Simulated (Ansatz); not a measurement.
# SrLiCO3F (built on the sites of a database entry of RbSrCO3F): following an unstable mode

Which phase does SrLiCO3F (built on the sites of a database entry of RbSrCO3F) fall into along its unstable mode, and how much energy does it gain?

Main program and level: Ansatz 0.2.0; DFT LDA, scalar-relativistic, plane waves, PAW.

The structure was built from a prototype and need not be the compound's stable phase.

### Step 1. The starting structure

It takes space group P-6m2 (No. 187, hexagonal). Conventional cell: a = 5.070 Å, b = 5.070 Å, c = 4.483 Å, α = 90.00°, β = 90.00°, γ = 120.00°. Nearest to Li lie 6 O at 2.78 Å. Nearest to Sr lie 2 F at 2.24 Å and 6 O at 2.54 Å. Nearest to C lie 3 O at 1.29 Å. Nearest to O lie 1 C at 1.29 Å and 2 Sr at 2.54 Å. Nearest to F lie 2 Sr at 2.24 Å. Farther neighbours and most contacts between anions are not listed.

### Step 2. The dispersion

The cell comes from relaxations at this level that are not shown. Stability and thermal properties need the whole zone. Linear response on a 2×2×2 q mesh gives force constants as far as a supercell of that size would, and the tensors from the zone-centre run are typed in so that the long-range dipole term is interpolated apart.

The input, input.yaml:

```yaml
crystal:
  lattice:
    - [5.0695735358, 0.0, 0.0]
    - [-2.5347867679, 4.3903794684, 0.0]
    - [0.0, 0.0, 4.482625027]
  atoms:
    - { symbol: Li, position: [0.3333333333, 0.6666666667, 0.0] }
    - { symbol: Sr, position: [0.6666666667, 0.3333333333, 0.5] }
    - { symbol: C, position: [0.0, 0.0, 0.5] }
    - { symbol: O, position: [0.1465790464, 0.2931580929, 0.5] }
    - { symbol: O, position: [0.1465790464, 0.8534209536, 0.5] }
    - { symbol: O, position: [0.7068419071, 0.8534209536, 0.5] }
    - { symbol: F, position: [0.6666666667, 0.3333333333, 0.0] }
kpoints:
  mp_grid: { grid: [6, 6, 4] }
hamiltonian:
  xc: lda
scf:
  occupations: { method: fixed }
output:
  eigenvalues: true
phonons:
  method: dfpt
  qmesh: [2, 2, 2]
  temperatures: { t_max: 1000, t_step: 50 }
  qpath:
    path:
      - [[0.0, 0.0, 0.0], [0.5, 0.0, 0.0], [0.33333333, 0.33333333, 0.0], [0.0, 0.0, 0.0], [0.0, 0.0, 0.5], [0.5, 0.0, 0.5], [0.33333333, 0.33333333, 0.5], [0.0, 0.0, 0.5]]
      - [[0.5, 0.0, 0.5], [0.5, 0.0, 0.0]]
      - [[0.33333333, 0.33333333, 0.5], [0.33333333, 0.33333333, 0.0]]
    npoints: 10
  non_analytic_term:
    high_frequency_dielectric_tensor: [[2.5349, 0.0, 0.0], [0.0, 2.5349, 0.0], [0.0, 0.0, 2.1246]]
    born_effective_charges:
      - { species: Li, tensor: [[1.2696, 0.0, 0.0], [0.0, 1.2696, 0.0], [0.0, 0.0, 1.3251]] }
      - { species: Sr, tensor: [[2.3552, 0.0, 0.0], [0.0, 2.3552, 0.0], [0.0, 0.0, 2.3542]] }
      - { species: C, tensor: [[2.9002, 0.0, 0.0], [0.0, 2.9002, 0.0], [0.0, 0.0, 0.1098]] }
      - { species: O, tensor: [[-1.4776, 0.0, 0.0], [0.0, -2.2949, 0.0], [0.0, 0.0, -0.6206]] }
      - { species: O, tensor: [[-2.0905, 0.3539, 0.0], [0.3539, -1.6819, 0.0], [0.0, 0.0, -0.6206]] }
      - { species: O, tensor: [[-2.0905, -0.3539, 0.0], [-0.3539, -1.6819, 0.0], [0.0, 0.0, -0.6206]] }
      - { species: F, tensor: [[-0.8664, 0.0, 0.0], [0.0, -0.8664, 0.0], [0.0, 0.0, -1.9273]] }
    source: "zone-centre run at this cell"
```

Started as:

```bash
$ ansatz run input.yaml --threads 8 --pin off --max-ram 14336MiB --backend cpu --events-out ev --progress --plain --runs-dir out
```

Numbers of over 12 decimals in the logs are rounded to 6 here.

Log:

```text
Warning: phonons: the dynamical matrix that this run interpolates holds no multipole term above the dipole-dipole one, and a site of this crystal is no centre of inversion, so its interpolated transverse optical and acoustic branches and sound speeds can stay off near Gamma, and the density of states and the thermodynamics with them. What a run solves at a wave vector of phonons.qpoints, Gamma apart, where the deck admits one, is free of this, and under fd what a larger phonons.supercell samples
Engine: ansatz 0.2.0, aarch64-unknown-linux-gnu
Pseudopotentials: kind: paw
Pseudopotential: Li, paw, valence charge 3, recommended cutoff 420 eV (normal), Li.paw.azcp
Pseudopotential: Sr, paw, valence charge 10, recommended cutoff 420 eV (normal), Sr.paw.azcp
Pseudopotential: C, paw, valence charge 4, recommended cutoff 420 eV (normal), C.paw.azcp
Pseudopotential: O, paw, valence charge 6, recommended cutoff 420 eV (normal), O.paw.azcp
Pseudopotential: F, paw, valence charge 7, recommended cutoff 420 eV (normal), F.paw.azcp
Functional definition: SPW92
  exchange = slater_x
  correlation = pw_c
Crystal: 7 atoms, lattice volume = 99.771 Å³
Basis set: ecut = 420 eV, 1977 PW (Γ), exchange–correlation on 72×72×60 points (8 copies of the dense FFT grid, shifted against one another)
Bands: 28, of which v1, the nominal top of the filled ones, is band 21 counted from 1 (20 counted from 0)
Symmetry: 12 space group operations
k-points: 21 of 144 (time reversal used)
Non-local potential: Li, projectors of the file, l = 0: 3, l = 1: 2, l = 2: 1
Non-local potential: Sr, projectors of the file, l = 0: 3, l = 1: 2, l = 2: 2
Non-local potential: C, projectors of the file, l = 0: 2, l = 1: 2, l = 2: 1
Non-local potential: O, projectors of the file, l = 0: 2, l = 1: 2, l = 2: 1
Non-local potential: F, projectors of the file, l = 0: 2, l = 1: 2, l = 2: 1
PAW form: soft (Blöchl's): semilocal exchange-correlation on the pseudo side does not see the compensation charge
PAW frozen core: Sr, regenerated for the run's functional, and the local potential with it (the file was generated under x = pbe(κ = 0.804, μ = 0.219515), c = pbe(β = 0.066725))
PAW frozen core: C, regenerated for the run's functional, and the local potential with it (the file was generated under x = pbe(κ = 0.804, μ = 0.219515), c = pbe(β = 0.066725))
PAW frozen core: O, regenerated for the run's functional, and the local potential with it (the file was generated under x = pbe(κ = 0.804, μ = 0.219515), c = pbe(β = 0.066725))
PAW frozen core: F, regenerated for the run's functional, and the local potential with it (the file was generated under x = pbe(κ = 0.804, μ = 0.219515), c = pbe(β = 0.066725))
PAW one-centre angular grid: Li, 110 points (default); XC on 64 Gauss nodes
PAW one-centre angular grid: Sr, 110 points (default); XC on 64 Gauss nodes
PAW one-centre angular grid: C, 110 points (default); XC on 64 Gauss nodes
PAW one-centre angular grid: O, 110 points (default); XC on 64 Gauss nodes
PAW one-centre angular grid: F, 110 points (default); XC on 64 Gauss nodes
Initial density: superposition of atomic densities (neutral atoms: chi_scale 0, normalization atom), corrected by the library's trained network
Initial wavefunctions: pseudopotential atomic-orbital guess
Functional: x = slater, c = lda
SCF iter   1: F=—  HF=-6354.101473 eV  |F-HF|=—  |Δ(HF+E_count)|=         —  Δρ=1.32e-2  dr2=1.47e-1  ethr=1.77e-3  ⟨swp⟩=5.3  Hψ=2652  notcnv=0  defer=78
preconditioner: auto → Resta (q_TF=auto, 2.362 Å⁻¹)  ε∞=3.2  [insulator: Δε(μ)=3.224 eV  Ē_g=15.511 eV  n_scr=20 (ndim 8)  ℏωp=22.9 eV  f_vac=0.185  ε∞_Penn≈3.2]
SCF iter   2: F=—  HF=-6354.058328 eV  |F-HF|=—  |Δ(HF+E_count)|=   4.31e-2  Δρ=4.39e-3  dr2=1.05e-2  ethr=3.49e-4  ⟨swp⟩=2.0  Hψ=1183  notcnv=0  defer=102
SCF iter   3: F=—  HF=-6354.055247 eV  |F-HF|=—  |Δ(HF+E_count)|=   3.08e-3  Δρ=1.73e-3  dr2=2.77e-3  ethr=2.49e-5  ⟨swp⟩=2.0  Hψ=970  notcnv=0  defer=105
SCF iter   4: F=—  HF=-6354.054516 eV  |F-HF|=—  |Δ(HF+E_count)|=   7.31e-4  Δρ=5.24e-4  dr2=2.17e-4  ethr=6.61e-6  ⟨swp⟩=2.0  Hψ=1033  notcnv=0  defer=105
SCF iter   5: F=—  HF=-6354.054496 eV  |F-HF|=—  |Δ(HF+E_count)|=   2.01e-5  Δρ=2.06e-4  dr2=4.66e-5  ethr=5.16e-7  ⟨swp⟩=2.0  Hψ=841  notcnv=0  defer=78
SCF iter   6: F=—  HF=-6354.054484 eV  |F-HF|=—  |Δ(HF+E_count)|=   1.22e-5  Δρ=5.96e-5  dr2=5.08e-6  ethr=1.11e-7  ⟨swp⟩=2.0  Hψ=825  notcnv=0  defer=50
SCF iter   7: F=—  HF=-6354.054486 eV  |F-HF|=—  |Δ(HF+E_count)|=   2.13e-6  Δρ=1.42e-5  dr2=2.81e-7  ethr=1.21e-8  ⟨swp⟩=2.4  Hψ=983  notcnv=0  defer=42
SCF iter   8: F=—  HF=-6354.054484 eV  |F-HF|=—  |Δ(HF+E_count)|=   2.07e-6  Δρ=2.74e-6  dr2=7.76e-9  ethr=6.69e-10  ⟨swp⟩=2.1  Hψ=852  notcnv=0  defer=39
SCF iter   9: F=—  HF=-6354.054484 eV  |F-HF|=—  |Δ(HF+E_count)|=   1.00e-8  Δρ=7.84e-7  dr2=4.63e-10  ethr=1.85e-11  ⟨swp⟩=2.1  Hψ=822  notcnv=0  defer=39
SCF iter  10: F=—  HF=-6354.054484 eV  |F-HF|=—  |Δ(HF+E_count)|=  1.28e-10  Δρ=1.15e-7  dr2=2.49e-11  ethr=1.10e-12  ⟨swp⟩=2.0  Hψ=885  notcnv=0  defer=39
SCF iter  11: F=-6354.054484 eV  HF=-6354.054484 eV  |F-HF|=9.09e-13  |Δ(HF+E_count)|=  1.09e-11  Δρ=4.90e-8  dr2=2.82e-12  ethr=1.00e-12  ⟨swp⟩=15.6  Hψ=4157  notcnv=0
SCF 1 converged in 11 iterations: F = -6354.054484 eV  dr2 = 2.82e-12
  greatest PAW one-centre occupation: 0.999 electrons in one spin orbital (limit 2), on the Li atom at site 0 (counted from 0), in its partial waves of l = 0
NSCF: frozen V_eff on 21 k-points
NSCF: frozen V_eff on 39 k-points
DFPT response loops at q = (0, 0, 0) (fractional): preconditioner auto → none (the input reference at scf.mixing.eps_inf says where Resta's filter doesn't serve); β = 0.50; Broyden in place of MSR1
NSCF: frozen V_eff on 78 k-points
DFPT response loops at q = (0, 0, -0.5) (fractional): mixed as the last ones told, above
NSCF: frozen V_eff on 120 k-points
DFPT response loops at q = (0, -0.5, 0) (fractional): mixed as the last ones told, above
NSCF: frozen V_eff on 120 k-points
DFPT response loops at q = (0, -0.5, -0.5) (fractional): mixed as the last ones told, above
SCF converged after 11 iterations
Free energy (F): -6354.054484 eV
Harris-Foulkes:  -6354.054484 eV  (|F-HF|=9.09e-13)
Internal energy: -6354.054484 eV  (E = F + TS)
E sigma→0 (E₀):  -6354.054484 eV
Fermi energy:    3.025433 eV
--- Per-component energies (eV) ---
  E_band       = -345.646684
  E_kinetic    = 1091.645208
  E_local      = -3252.204065  (includes V_loc(G=0)·N_el)
  E_nonlocal   = 428.214401
  E_hartree    = 1121.911866
  E_xc         = -525.500180
  E_vxc        = -615.778514  (∫ρ·V_xc dr)
  E_paw        = -3337.557157  (= ΣΔE_a)
  E_vpaw       = -241.357043  (= ΣTr[D̂ρ^β])
  E_aug_tail   = 0.009627  (compensation charges beyond the density's cutoff)
  E_ewald      = -1881.335167
  E_core_change = 0.760984  (= ΣΔE_core)
  E_smearing   = -0.000000  (= −TS)
  E_closure    = -0.000000  (closes the sum)
  Σ components = -6354.054484   (vs F -6354.054484, Δ=0.00e0)
--- Band table (eV; the first three rows and the last of 21) ---
  k-point 0: bands = [... 17 lower, 1.6187, 1.8579, 1.8579, 3.0209, 6.4565, 8.0665, 10.2833, 10.2833, ... 3 higher]
  k-point 1: bands = [... 17 lower, 1.5324, 1.8602, 1.8602, 3.0230, 6.9418, 8.2348, 10.3097, 10.3097, ... 3 higher]
  k-point 2: bands = [... 17 lower, 1.4508, 1.8621, 1.8621, 3.0254, 7.1930, 9.3173, 10.0295, 10.4046, ... 3 higher]
  k-point 20: bands = [... 17 lower, 1.2606, 1.2892, 1.4383, 2.2732, 8.6537, 9.7228, 9.9032, 9.9887, ... 3 higher]
--- Phonons (Γ-DFPT): 11 representative perturbations + reference (Σ response iterations 35) ---
  ASR residual: 5.055e-5 → 0.000e0 eV/Å²; symmetrization residual: 1.071e-6 eV/Å²
  ASR residual per site (eV/Å²): 3.39e-6 4.17e-5 1.44e-5 1.44e-5 1.29e-5 1.29e-5 5.06e-5
  Γ frequencies (cm⁻¹): -280.09 -178.74 -178.74 -78.07 -78.07 0.00 0.00 0.00 107.41 107.41 148.73 232.71 232.71 276.72 479.86 695.78 695.78 852.73 1066.84 1435.29 1435.29
--- Phonons (arbitrary-q DFPT): 4 irreducible q on the 2×2×2 mesh ---
  q = [0.0000, 0.0000, 0.0000] (star 1, of the zone-centre solve; hermiticity 3.11e-8, symmetrization 9.47e-10): -280.09 -178.74 -178.74 -78.07 -78.07 -0.00 0.00 0.00 107.41 107.41 148.73 232.71 232.71 276.72 479.86 695.78 695.78 852.73 1066.84 1435.29 1435.29
  q = [0.0000, 0.0000, -0.5000] (star 1, 11 solved perturbations in 357 linear systems a pass and spin channel, the states on 39 of 144 k-point pairs; hermiticity 2.34e-8, symmetrization 5.53e-10): -216.13 -216.13 -61.64 -61.64 -33.20 32.74 32.74 69.97 176.48 176.48 231.17 231.17 259.71 276.71 536.24 695.52 695.52 857.96 1066.72 1425.19 1425.19
  q = [0.0000, -0.5000, 0.0000] (star 3, 18 solved perturbations in 765 linear systems a pass and spin channel, the states on 60 of 144 k-point pairs; hermiticity 2.60e-8, symmetrization 1.34e-13): -281.77 -199.56 -132.27 -104.17 -58.07 63.94 78.29 133.39 155.36 156.46 229.46 235.34 285.69 308.66 479.72 697.01 716.39 851.76 1059.53 1425.27 1512.38
  q = [0.0000, -0.5000, -0.5000] (star 3, 18 solved perturbations in 765 linear systems a pass and spin channel, the states on 60 of 144 k-point pairs; hermiticity 3.04e-8, symmetrization 7.51e-15): -242.27 -216.15 -196.56 -137.29 -124.46 96.65 140.20 171.28 184.01 214.84 228.92 269.92 278.53 307.61 511.02 696.79 713.64 856.28 1059.38 1415.61 1475.68
  sum rule: each row above includes the acoustic sum rule's correction from the zone centre's row sums; it moved no ω² by more than (0.85 cm⁻¹)²
  mesh force constants: q→R imaginary residual 3.02e-17; ASR residual 5.055e-5 → 0.000e0 eV/Å²; symmetrization residual 2.842e-14 eV/Å²
  interpolated dispersion: 94 rows × 21 modes
  density of states and harmonic sums: on the 14×14×14 q-mesh, interpolated from the force constants of a 2×2×2 supercell (with the dipole–dipole term of supplied tensors)
  largest difference from the sums on the solved wave vectors: F 3.57e-2 eV, S 6.82e-5 and C_V 3.17e-5 eV/K
  zero-point energy: 0.523504 eV/cell   skipped modes (ω ≤ 0): 964, of them read as no rigid motion or as one in doubt: 961 (5.002e0 modes/cell left out, lowest -282.06 cm⁻¹)   left out of the sums: 2.38e-1 of the cell's modes: C_V's classical limit lies that fraction below 3 k_B per atom; for a crystal, a wire or a layer, F and S can be off by more, and a phonons.interpolated_qmesh denser along its periods is the remedy for the sampling
```

Elapsed: 70 s, on 8 threads of Arm Neoverse V2, shared host; peak memory 0.84 GiB; 8.8 min of CPU time.

A gap read on the k-mesh alone can miss the band edges.

Numbers from this step:

```yaml
gap_on_the_k_mesh: 3.431 eV
volume_per_atom: 14.25 Å³
sum_rule_residual_before_enforcement: 5.06e-5 eV/Å²
lowest_frequency_on_the_path: -282.1 cm⁻¹
point_group: -6m2
highest_frequency_on_the_path_or_at_a_solved_wavevector: 1517 cm⁻¹
highest_optical_mode_at_the_zone_centre_no_lo_to_term: 1435 cm⁻¹
lowest_optical_zone_centre_mode: -280.1 cm⁻¹
lowest_mode_on_the_q_mesh_acoustic_modes_at_gamma_apart: -281.8 cm⁻¹
```

Frequencies (cm⁻¹) solved at each irreducible wavevector; negative means imaginary. Frequencies by wavevector, by row:

```
q in reciprocal lattice units  star  mode 1  mode 2  mode 3  mode 4  mode 19  mode 20  mode 21
                        0 0 0     1  -280.1  -178.7  -178.7   -78.1     1067     1435     1435
                     0 0 -0.5     1  -216.1  -216.1   -61.6   -61.6     1067     1425     1425
                     0 -0.5 0     3  -281.8  -199.6  -132.3  -104.2     1060     1425     1512
                  0 -0.5 -0.5     3  -242.3  -216.2  -196.6  -137.3     1059     1416     1476
```

Interpolated from a 2×2×2 q mesh, rough between the solved points, with the LO-TO term (at Γ the limit along the path; where Γ stands inside the path, tables give the limit on arrival). Phonon branches along the path, in cm⁻¹:

```csv
point,branch 1,branch 2,branch 3,branch 4,branch 18,branch 19,branch 20,branch 21
Γ,-280,-179,-88,-78,853,1067,1435,1517
halfway,-281,-192,-111,-93,852,1063,1430,1515
M,-282,-200,-132,-104,852,1060,1425,1512
halfway,-282,-202,-113,-103,852,1059,1437,1501
K,-282,-204,-103,-87,852,1058,1452,1486
halfway,-281,-194,-104,-95,852,1062,1433,1511
Γ,-280,-179,-88,-78,853,1067,1435,1517
halfway,-201,-201,-112,-75,857,1067,1430,1430
A,-216,-216,-62,-62,858,1067,1425,1425
halfway,-216,-204,-189,-113,857,1062,1420,1455
L,-242,-216,-197,-137,856,1059,1416,1476
halfway,-247,-214,-200,-137,856,1059,1423,1470
H,-253,-209,-205,-136,856,1059,1432,1462
halfway,-216,-206,-202,-120,857,1061,1422,1459
A,-216,-216,-62,-62,858,1067,1425,1425
jump to L,-242,-216,-197,-137,856,1059,1416,1476
halfway,-264,-207,-167,-118,854,1059,1420,1493
M,-282,-200,-132,-104,852,1060,1425,1512
jump to H,-253,-209,-205,-136,856,1059,1432,1462
halfway,-268,-205,-170,-126,854,1058,1442,1474
K,-282,-204,-103,-87,852,1058,1452,1486
```

Symmetry leaves 4 wavevectors to solve. The lowest mode among them, the acoustic zeros apart, lies at q = (0, -0.5, 0) and is imaginary, 281.8i cm⁻¹, so the energy falls along it.

### Step 3. The mode frozen in, largest atomic shift 0 Å

The mode followed lies at q = (0, -0.5, 0) with frequency 281.8i cm⁻¹, the softest among the wavevectors solved. At small amplitude the distorted cell has space group no. 31 by a symmetry search on the positions. The undistorted cell that holds it gives the zero of energy on the same k mesh.

System of this step: SrLiCO3F (built on the sites of a database entry of RbSrCO3F). The structure is hexagonal, space group P-6m2 (No. 187). The conventional cell has a = 5.070 Å, b = 5.070 Å, c = 4.483 Å, α = 90.00°, β = 90.00°, γ = 120.00°. Nearest to Li lie 6 O at 2.78 Å. Nearest to Sr lie 2 F at 2.24 Å and 6 O at 2.54 Å. Nearest to C lie 3 O at 1.29 Å. Nearest to O lie 1 C at 1.29 Å and 2 Sr at 2.54 Å. O has 1 C at 1.29 Å and 2 Sr at 2.54 Å nearest. Nearest to F lie 2 Sr at 2.24 Å. Farther neighbours and most contacts between anions are not listed.

The input, input.yaml:

```yaml
crystal:
  lattice:
    - [0.0, 0.0, 4.482625027]
    - [5.0695735358, 0.0, 0.0]
    - [0.0, 8.7807589367, 0.0]
  atoms:
    - { symbol: Li, position: [0.0, 0.0, 0.3333333333] }
    - { symbol: Li, position: [0.0, 0.5, 0.8333333333] }
    - { symbol: Sr, position: [0.5, 0.5, 0.1666666667] }
    - { symbol: Sr, position: [0.5, 1.0, 0.6666666667] }
    - { symbol: C, position: [0.5, 0.0, 0.0] }
    - { symbol: C, position: [0.5, 0.5, 0.5] }
    - { symbol: O, position: [0.5, 0.0, 0.1465790464] }
    - { symbol: O, position: [0.5, 0.5, 0.6465790464] }
    - { symbol: O, position: [0.5, 0.7198685697, 0.4267104768] }
    - { symbol: O, position: [0.5, 0.2198685697, 0.9267104768] }
    - { symbol: O, position: [0.5, 0.2801314303, 0.4267104768] }
    - { symbol: O, position: [0.5, 0.7801314303, 0.9267104768] }
    - { symbol: F, position: [0.0, 0.5, 0.1666666667] }
    - { symbol: F, position: [0.0, 1.0, 0.6666666667] }
kpoints:
  mp_grid: { grid: [4, 4, 2] }
hamiltonian:
  xc: lda
scf:
  occupations: { method: gaussian, width: 0.02 }
output:
  forces: true
  stress: true
  eigenvalues: true
```

Log:

```text
[...]
Crystal: 14 atoms, lattice volume = 199.543 Å³
Basis set: ecut = 420 eV, 3923 PW (Γ)
Bands: 56, of which v1, the nominal top of the filled ones, is band 42 counted from 1 (41 counted from 0)
Symmetry: 8 space group operations
[...]
k-points: 18 of 32
[...]
k-point 0: bands = [... 38 lower, 1.8580, 1.8580, 2.3928, 3.0209, 6.4565, 7.9646, 8.0665, 8.7789, ... 5 higher]
  k-point 1: bands = [... 38 lower, 1.7103, 1.7103, 2.6890, 2.6890, 7.0102, 7.0102, 8.3931, 8.3931, ... 5 higher]
  k-point 2: bands = [... 38 lower, 1.6210, 1.7237, 2.2790, 2.7522, 6.8841, 8.2748, 8.3206, 8.9021, ... 5 higher]
  k-point 17: bands = [... 38 lower, 1.5764, 1.5764, 2.4047, 2.4047, 8.4258, 8.4258, 9.5326, 9.5326, ... 5 higher]
[key lines of the parts left out:]
SCF converged after 8 iterations
Free energy (F): -12708.108881 eV
Fermi energy:    4.740974 eV
P = ⅓ Tr σ = 0.0025 GPa (0.025 kbar)
```

It took 2.1 s on 8 threads; peak memory 0.72 GiB; 14 s of CPU time.

Numbers from this step:

- pressure: 0.002494 GPa
- energy from the undistorted cell: 0 meV/atom

At this level the gap is 3.43 eV on the k-mesh of the self-consistent run, which can miss the band edges.

(Part 1 of 3 ends here.)

[Logs are printed without paths, hosts, clocks, repeated set-up lines and the standing remarks that a program may print on its own settings, such as how far it seeks lower states.]

[Hosts, paths, dates, database ids (printed as entryN), source tags and the programs' standing remarks are cut or masked in the printed files.]
